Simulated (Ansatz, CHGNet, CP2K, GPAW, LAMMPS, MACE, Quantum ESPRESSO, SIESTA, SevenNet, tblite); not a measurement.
# SIESTA on amorphous Si (114 atoms): settings against a plane-wave reference

How do the settings of SIESTA change the result for amorphous Si (114 atoms)? A plane-wave run serves as the yardstick.

Calculated with SIESTA 5.4.2; the method is named at each step.

## Step 1: Starting point

The cell holds 114 atoms: 114 Si. Its edges and angles: a = 13.280 Å, b = 13.280 Å, c = 13.280 Å, α = 90.0°, β = 90.0°, γ = 90.0°. 114 atoms (114 Si) placed at random at 2.27 g/cm³, melted at 3500 K for 10 ps at fixed volume with the Tersoff potential (Tersoff, Phys. Rev. B 39, 5566 (1989)). Quenched from 3500 K to 700 K at 10 K/ps and fixed volume, annealed at 1200 K for 20 ps, held 5 ps.

The yardstick, on the same geometry:

* method: Kohn-Sham DFT, PBE, PAW, plane waves (Ansatz 0.2.0); cutoff 420 eV, Γ point, fermi-dirac smearing of 0.05 eV; PAW set soft_2
* r.m.s. force component: 0.8109 eV/Å
* longest force: 3.958 eV/Å
* pressure: 0.7867 GPa
* SCF cycles: 10
* time: 14 s on 8 threads of Arm Neoverse V2, shared host
* CPU time: 1.7 min

## Step 2: PBE, DZP, shift 0.01 Ry, mesh 300 Ry

Method: Kohn-Sham DFT, PBE, PseudoDojo 0.4.1 norm-conserving pseudopotentials (converted to PSML), numerical atomic orbitals (DZP), diagonalisation.

The .psml files are PseudoDojo norm-conserving potentials that we converted to this format, checked against plane waves on the same files for H, C, O, Si, Ge and Ca alone.

input.fdf

```
SystemLabel cell
NumberOfAtoms 114
NumberOfSpecies 1
%block ChemicalSpeciesLabel
  1 14 Si
%endblock ChemicalSpeciesLabel
LatticeConstant 1.0 Ang
%block LatticeVectors
  13.28010 0.00000 0.00000
  0.00000 13.28010 0.00000
  0.00000 0.00000 13.28010
%endblock LatticeVectors
PAO.BasisSize DZP
PAO.EnergyShift 0.01 Ry
XC.Functional GGA
XC.Authors PBE
MeshCutoff 300 Ry
%block kgrid_Monkhorst_Pack
  1 0 0 0.0
  0 1 0 0.0
  0 0 1 0.0
%endblock kgrid_Monkhorst_Pack
SolutionMethod diagon
OccupationFunction FD
ElectronicTemperature 580 K
SCF.Mixer.Method Pulay
SCF.Mixer.Weight 0.05
SCF.Mixer.History 8
SCF.Mix Hamiltonian
MaxSCFIterations 300
SCF.DM.Tolerance 1e-04
SCF.H.Tolerance 1.0e-3 eV
WriteForces T
Write.HirshfeldPop T
Write.VoronoiPop T
Write.DM F
Write.H F
XML.Write F
AtomicCoordinatesFormat Fractional
%block AtomicCoordinatesAndAtomicSpecies
  0.27271 0.45527 0.53575 1
  0.65663 0.82404 0.83841 1
  0.28044 0.28470 0.54529 1
  0.68500 0.36899 0.78863 1
  0.31388 0.48726 0.26038 1
  0.30605 0.13398 0.04851 1
  0.54733 0.54833 0.42920 1
  0.80753 0.00961 0.42012 1
  0.33360 0.61136 0.13283 1
  0.27329 0.00607 0.42592 1
  0.34828 0.90577 0.18817 1
  0.84802 0.34094 0.56586 1
  0.67982 0.59206 0.69285 1
  0.09659 0.42724 0.55374 1
  0.06306 0.54724 0.68574 1
  0.92123 0.12448 0.34078 1
  0.86481 0.62757 0.91300 1
  0.20791 0.17096 0.42061 1
  0.69556 0.72938 0.58116 1
  0.35845 0.55137 0.41212 1
  0.45202 0.23569 0.52462 1
  0.85181 0.62236 0.08458 1
  0.63891 0.42288 0.33733 1
  0.04639 0.07653 0.06183 1
  0.71649 0.73996 0.31224 1
  0.55154 0.50120 0.58959 1
  0.88905 0.75281 0.56004 1
  0.56509 0.73474 0.06295 1
  0.45168 0.03915 0.24477 1
  0.17575 0.63924 0.05761 1
  0.91976 0.10176 0.94897 1
  0.22986 0.22526 0.69826 1
  0.65896 0.45675 0.15560 1
  0.15568 0.21279 0.08226 1
  0.69617 0.10654 0.74388 1
  0.81131 0.99279 0.00140 1
  0.06117 0.93045 0.33458 1
  0.45480 0.78686 0.37452 1
  0.25671 0.77330 0.59441 1
  0.50999 0.06460 0.54133 1
  0.45079 0.96640 0.41547 1
  0.85641 0.92455 0.15657 1
  0.05285 0.77062 0.03976 1
  0.99969 0.76421 0.33941 1
  0.06921 0.70790 0.61482 1
  0.73661 0.92882 0.27675 1
  0.40102 0.03122 0.81285 1
  0.65873 0.17291 0.31677 1
  0.38140 0.73789 0.83334 1
  0.10876 0.67394 0.43203 1
  0.38440 0.52609 0.66045 1
  0.07450 0.50858 0.39427 1
  0.99628 0.28205 0.57908 1
  0.28619 0.72410 0.41791 1
  0.70243 0.22642 0.87601 1
  0.25603 0.04752 0.70885 1
[... 54 atom lines left out ...]
  0.85651 0.26712 0.96059 1
  0.63881 0.04135 0.03515 1
  0.62556 0.03781 0.21191 1
  0.22034 0.94236 0.57356 1
%endblock AtomicCoordinatesAndAtomicSpecies
```

The run is started by

```sh
$ OMP_NUM_THREADS=1 mpirun -np 2 siesta < input.fdf > output.txt
```

Log:

```text
Version         : 5.4.2
reinit: System Name:
reinit: System Label: cell
initatom: Reading input for the pseudopotentials and atomic orbitals ----------
Species number:   1 Atomic number:   14 Label: Si
Ground state valence configuration (from tables):   3s02  3p02  3d00  4f00
---- Processing specs for species: Si
GGA--PBE XC_GGA_X_PBE--XC_GGA_C_PBE pb
Si pseudopotential only contains V_ls up to l=2 -- lmxkb reset.
Using PAO.SplitTailNorm
%block ChemicalSpeciesLabel
    1   14 Si                      # Species index, atomic number, species label
%endblock ChemicalSpeciesLabel
%block PAO.Basis                 # Define Basis set
Si                    2                    # Species label, number of l-shells
 n=3   0   2                         # n, l, Nzeta
   5.392      3.847
   1.000      1.000
 n=3   1   2 P   1                   # n, l, Nzeta, Polarization, NzetaPol
   6.844      4.952
   1.000      1.000
%endblock PAO.Basis
coor:   Atomic-coordinates input format  =     Fractional
siesta: System type = bulk
initatomlists: Number of atoms, orbitals, and projectors:    114  1482  2052
siesta: ******************** Simulation parameters ****************************
Total number of electrons:   456.000000
Total ionic charge:   456.000000
 Kpoints in:            1 . Kpoints trimmed:            1
siesta: k-grid: Number of k-points = 1
siesta: k-points from Monkhorst-Pack grid
siesta: k-cutoff (effective) =     6.640 Ang
siesta: k-point supercell and displacements
siesta: k-grid:     1     0     0      0.000
siesta: k-grid:     0     1     0      0.000
siesta: k-grid:     0     0     1      0.000
                     ====================================
                        Single-point calculation
                     ====================================
outcell: Unit cell vectors (Ang):
       13.280100    0.000000    0.000000
        0.000000   13.280100    0.000000
        0.000000    0.000000   13.280100
outcell: Cell vector modules (Ang)   :   13.280100   13.280100   13.280100
outcell: Cell angles (23,13,12) (deg):     90.0000     90.0000     90.0000
outcell: Cell volume (Ang**3)        :   2342.0925
Gamma-point calculation with multiply-connected orbital pairs
Gamma-point calculation with multiply-connected orbital pairs
Folding of H and S implicitly performed
Folding of H and S implicitly performed
new_DM -- step:     1
Initializing Density Matrix...
Attempting to read DM from file... Failed...
DM filled with atomic data:
InitMesh: MESH = 144 x 144 x 144 = 2985984
InitMesh: Mesh cutoff (required, used) =   300.000   324.956 Ry
stepf: Fermi-Dirac step function
        iscf     Eharris(eV)        E_KS(eV)     FreeEng(eV)     dDmax    Ef(eV) dHmax(eV)
   scf:    1   -13015.205485   -13079.197913   -13079.337692  1.699160 -4.391757  2.957661
   scf:    2   -13081.627593   -13080.558322   -13080.694589  0.014960 -4.405803  1.515445
   scf:    3   -13082.262003   -13081.584420   -13081.722735  0.015702 -4.414316  0.756069
   scf:    4   -13082.472147   -13082.096475   -13082.242630  0.007035 -4.403691  0.404797
   scf:    5   -13082.461981   -13082.306974   -13082.458085  0.005487 -4.390276  0.241034
   scf:    6   -13082.421461   -13082.370513   -13082.524014  0.003607 -4.379959  0.168556
   scf:    7   -13082.419724   -13082.397797   -13082.553130  0.003037 -4.371984  0.120430
   scf:    8   -13082.422963   -13082.412802   -13082.569334  0.003235 -4.362256  0.053767
   scf:    9   -13082.415922   -13082.414722   -13082.571790  0.001586 -4.359455  0.046904
   scf:   10   -13082.416632   -13082.415822   -13082.572895  0.000628 -4.357719  0.026119
   scf:   11   -13082.417612   -13082.416828   -13082.573939  0.001177 -4.355870  0.009564
   scf:   12   -13082.417086   -13082.416961   -13082.574077  0.000227 -4.355586  0.006946
   scf:   13   -13082.417318   -13082.417162   -13082.574304  0.000548 -4.354969  0.003534
   scf:   14   -13082.417194   -13082.417180   -13082.574348  0.000166 -4.354791  0.002019
   scf:   15   -13082.417183   -13082.417182   -13082.574368  0.000116 -4.354691  0.001497
   scf:   16   -13082.417231   -13082.417208   -13082.574390  0.000165 -4.354685  0.000952
   scf:   17   -13082.417223   -13082.417215   -13082.574393  0.000035 -4.354717  0.000645
SCF Convergence by DM+H criterion
max |DM_out - DM_in|         :     0.0000352812
max |H_out - H_in|      (eV) :     0.0006450578
SCF cycle converged after 17 iterations
Using DM_out to compute the final energy and forces
siesta: E_KS(eV) =           -13082.4172
siesta: E_KS - E_eggbox =    -13082.4172
siesta: Atomic forces (eV/Ang):
     1    0.215633    0.502190   -0.015110
     2   -0.600125   -0.624213    0.440639
     3    0.824921   -0.896286   -1.205630
     4    0.512388    0.470806   -1.212384
     5    1.132372   -0.636416   -0.823255
     6   -0.003916   -1.071998   -0.333049
     7   -0.620395   -0.030349   -1.511081
     8    0.631257   -0.703503   -0.236321
     9   -0.278183    0.966840    1.439128
    10    1.382627   -0.582903   -0.907799
    11    0.374184   -0.633170    0.298074
    12   -3.986167    0.932713    0.687540
[...]
110    0.067794   -0.356790   -1.001748
   111   -0.709589   -0.099309    0.552712
   112    0.430745    1.476820    0.600060
   113   -1.188281    0.467865   -0.846120
   114   -0.026224    0.055249    0.708934
----------------------------------------
   Tot   -0.000393   -0.000181    0.000963
----------------------------------------
   Max    3.986167
   Res    0.851241    sqrt( Sum f_i^2 / 3N )
----------------------------------------
   Max    3.986167    constrained
Stress tensor Voigt[x,y,z,yz,xz,xy] (kbar):      -19.60       -4.63      -15.08        9.95        3.67       -6.03
(Free)E + p*V (eV/cell)   -13063.4195
Target enthalpy (eV/cell)   -13082.5744
siesta: Program's energy decomposition (eV):
siesta: Ebs     =     -4349.189246
siesta: Eions   =     22107.980634
siesta: Ena     =      7048.671170
siesta: Ekin    =      4693.289484
siesta: Enl     =      1830.366042
siesta: DEna    =       203.485675
siesta: DUscf   =        15.834951
siesta: Ex      =     -4182.604079
siesta: Ec      =      -583.479825
siesta: Exc     =     -4766.083904
siesta: Eharris =    -13082.417223
siesta: Etot    =    -13082.417215
siesta: FreeEng =    -13082.574393
siesta: Final energy (eV):
siesta:  Band Struct. =   -4349.189246
siesta:       Kinetic =    4693.289484
siesta:       Hartree =    1091.732628
siesta:         Exch. =   -4182.604079
siesta:         Corr. =    -583.479825
siesta:   Exch.-corr. =   -4766.083904
siesta:  Ion-electron =   -6248.382591
siesta:       Ion-ion =   -7852.972833
siesta:         Total =  -13082.417215
siesta:         Fermi =      -4.354717
siesta: Stress tensor (static) (eV/Ang**3):
siesta:    -0.012234   -0.003761    0.002294
siesta:    -0.003761   -0.002892    0.006207
siesta:     0.002294    0.006207   -0.009409
siesta: Cell volume =       2342.092460 Ang**3
siesta: Pressure (static):
siesta:                Solid            Molecule  Units
siesta:           0.00008908          0.00016709  Ry/Bohr**3
siesta:           0.00817853          0.01534179  eV/Ang**3
siesta:          13.10345730         24.58026005  kBar
    Orbital volume contribution        =          86.238601 eV
    (Free)E + p_basis*V_orbitals       =      -12996.335792 eV
    (Free)Eharris+ p_basis*V_orbitals  =      -12996.335800 eV
Hirshfeld Atomic Populations:
Atom #   charge [q] valence [e]  Species
     1     0.002884    3.997116  Si
     2     0.000547    3.999453  Si
     3     0.004425    3.995575  Si
     4     0.015101    3.984899  Si
     5    -0.015864    4.015864  Si
     6    -0.014989    4.014989  Si
     7    -0.007397    4.007397  Si
     8     0.010656    3.989344  Si
     9    -0.000446    4.000446  Si
    10    -0.014477    4.014477  Si
    11    -0.016098    4.016098  Si
    12     0.014357    3.985643  Si
[...]
--------------------
 Total    -0.000004
Voronoi Atomic Populations:
Atom #   charge [q] valence [e]  Species
[...]
110    -0.010409    4.010409  Si
   111     0.008788    3.991212  Si
   112     0.000113    3.999887  Si
   113    -0.016770    4.016770  Si
   114    -0.002625    4.002625  Si
--------------------
 Total    -0.000004
```

Elapsed: 4.2 min, on 2 MPI ranks of Arm Neoverse V2, shared host; peak memory 2.4 GiB; 8.5 min of CPU time.

Banners, paths, timers and routine set-up lines are dropped from the logs unmarked, and long logs keep their key lines alone; longer cuts are marked.

Compared with the plane-wave run:

* r.m.s. force component: 0.8512 eV/Å
* r.m.s. difference of force components: 48.53 meV/Å
* longest difference of force vectors: 196.4 meV/Å
* force difference over r.m.s. force: 5.985 %
* slope of forces against the reference's: 1.049
* correlation of force components: 0.9995
* pressure: 1.31 GPa
* pressure difference: 0.5236 GPa

A closer look about Si12, which bears the longest force: 14 atoms, nearest first, numbered in the order of the input, with positions taken from that point.

```tsv
atom	x	y	z	distance (Å)	bonds	Hirshfeld charge (e)	Fx	Fy	Fz (eV/Å)
Si12	0.00	0.00	0.00	0.00	4	0.01	-3.99	0.93	0.69
Si53	1.97	-0.78	0.18	2.13	4	-0.01	2.93	-1.72	-0.81
Si107	-0.63	0.54	-2.18	2.34	4	-0.01	0.05	1.28	0.10
Si101	-0.53	1.59	1.81	2.47	4	-0.01	-0.52	-0.10	-1.02
Si88	-1.90	-1.55	0.56	2.52	4	0.00	1.05	0.11	-0.41
Si14	3.30	1.15	-0.16	3.50	4	0.00	-0.36	1.17	-0.32
Si4	-2.16	0.37	2.96	3.68	4	0.02	0.51	0.47	-1.21
Si76	2.75	-1.26	2.27	3.78	4	0.01	-0.01	-0.74	0.22
Si109	0.78	2.22	-3.09	3.88	4	0.00	-0.01	0.00	0.84
Si68	2.58	-2.62	-1.41	3.94	4	-0.01	-0.22	1.78	1.51
Si81	-0.51	-1.03	-3.79	3.96	4	-0.01	0.43	-1.59	-0.49
Si72	-3.85	-0.29	1.00	3.99	5	-0.03	0.17	1.35	-0.57
Si87	1.26	2.12	3.18	4.03	4	0.01	-0.04	0.00	0.75
Si58	-2.25	-3.23	-1.07	4.08	4	-0.01	-1.19	1.37	-0.36
```

Forces lie 6.0 % from the reference's, at 4.9 times its CPU time (on 2 against 8 cores).

## Step 3: PBE, SZ, shift 0.01 Ry, mesh 300 Ry

Method: Kohn-Sham DFT, PBE, PseudoDojo 0.4.1 norm-conserving pseudopotentials (converted to PSML), numerical atomic orbitals (SZ), diagonalisation.

Changes to input.fdf since step 2:

```diff
@@ -12,3 +12,3 @@
 %endblock LatticeVectors
-PAO.BasisSize DZP
+PAO.BasisSize SZ
 PAO.EnergyShift 0.01 Ry
```

The run is started by

```sh
$ OMP_NUM_THREADS=1 siesta < input.fdf > output.txt
```

Log:

```text
Version         : 5.4.2
reinit: System Name:
reinit: System Label: cell
initatom: Reading input for the pseudopotentials and atomic orbitals ----------
Species number:   1 Atomic number:   14 Label: Si
Ground state valence configuration (from tables):   3s02  3p02  3d00  4f00
---- Processing specs for species: Si
GGA--PBE XC_GGA_X_PBE--XC_GGA_C_PBE pb
Using PAO.SplitTailNorm
%block ChemicalSpeciesLabel
    1   14 Si                      # Species index, atomic number, species label
%endblock ChemicalSpeciesLabel
%block PAO.Basis                 # Define Basis set
Si                    2                    # Species label, number of l-shells
 n=3   0   1                         # n, l, Nzeta
   5.392
   1.000
 n=3   1   1                         # n, l, Nzeta
   6.844
   1.000
[... lines left out ...]
Total number of electrons:   456.000000
[... lines left out ...]
stepf: Fermi-Dirac step function
        iscf     Eharris(eV)        E_KS(eV)     FreeEng(eV)     dDmax    Ef(eV) dHmax(eV)
[... lines left out ...]
SCF Convergence by DM+H criterion
[... lines left out ...]
SCF cycle converged after 17 iterations
[... lines left out ...]
   Max    5.233170
[... lines left out ...]
   Max    5.233170    constrained
Stress tensor Voigt[x,y,z,yz,xz,xy] (kbar):     -117.94      -95.92     -107.50       10.64        4.63       -5.24
[... lines left out ...]
siesta: Program's energy decomposition (eV):
siesta: Ebs     =     -4406.180072
siesta: Eions   =     22107.980634
siesta: Ena     =      7048.671170
siesta: Ekin    =      4510.822406
siesta: Enl     =      1931.491480
siesta: DEna    =       328.849918
siesta: DUscf   =         8.261523
siesta: Ex      =     -4118.125278
siesta: Ec      =      -589.269552
siesta: Exc     =     -4707.394830
siesta: Eharris =    -12987.278973
siesta: Etot    =    -12987.278967
siesta: FreeEng =    -12987.359201
siesta: Final energy (eV):
siesta:  Band Struct. =   -4406.180072
siesta:       Kinetic =    4510.822406
siesta:       Hartree =     923.086441
siesta:         Exch. =   -4118.125278
siesta:         Corr. =    -589.269552
siesta:   Exch.-corr. =   -4707.394830
siesta:  Ion-electron =   -5860.820151
siesta:       Ion-ion =   -7852.972833
siesta:         Total =  -12987.278967
siesta:         Fermi =      -3.952292
siesta: Stress tensor (static) (eV/Ang**3):
siesta:    -0.073610   -0.003272    0.002888
siesta:    -0.003272   -0.059869    0.006640
siesta:     0.002888    0.006640   -0.067097
siesta: Cell volume =       2342.092460 Ang**3
siesta: Pressure (static):
siesta:                Solid            Molecule  Units
siesta:           0.00072818          0.00080567  Ry/Bohr**3
siesta:           0.06685867          0.07397315  eV/Ang**3
siesta:         107.11940360        118.51805266  kBar
    Orbital volume contribution        =          42.166580 eV
    (Free)E + p_basis*V_orbitals       =      -12945.192621 eV
    (Free)Eharris+ p_basis*V_orbitals  =      -12945.192627 eV
Hirshfeld Atomic Populations:
Atom #   charge [q] valence [e]  Species
     1    -0.002258    4.002258  Si
     2    -0.001918    4.001918  Si
     3     0.018785    3.981215  Si
[...]
--------------------
 Total    -0.000002
Voronoi Atomic Populations:
Atom #   charge [q] valence [e]  Species
[...]
113    -0.007543    4.007543  Si
   114     0.007459    3.992541  Si
--------------------
 Total    -0.000003
```

Wall time 2 min (1 thread); peak memory 0.99 GiB.

Numbers from this run, and their distance from the reference:

```yaml
r_m_s_force_component: 1.207 eV/Å
r_m_s_difference_of_force_components: 458.2 meV/Å
longest_difference_of_force_vectors: 1613 meV/Å
force_difference_over_r_m_s_force: 56.5 %
slope_of_forces_against_the_reference_s: 1.448
correlation_of_force_components: 0.9728
pressure: 10.71 GPa
pressure_difference: 9.925 GPa
```

This is a coarse setting, run to see what it loses.

Against the first run (6.0 %), the force difference from the reference is 56 %, at 0.23 times the CPU time (on 1 against 2 cores), with 456 basis functions against 1482: the smaller basis costs accuracy.

(Part 1 of 2 ends here.)

[Also dropped from logs without a mark: logging warnings of Python, and SIESTA's first energy breakdown and zero terms.]

[Logs are printed without paths, hosts, clocks, repeated set-up lines and the standing remarks that a program may print on its own settings, such as how far it seeks lower states.]

[Hosts, paths, dates, database ids (printed as entryN), source tags and the programs' standing remarks are cut or masked in the printed files.]
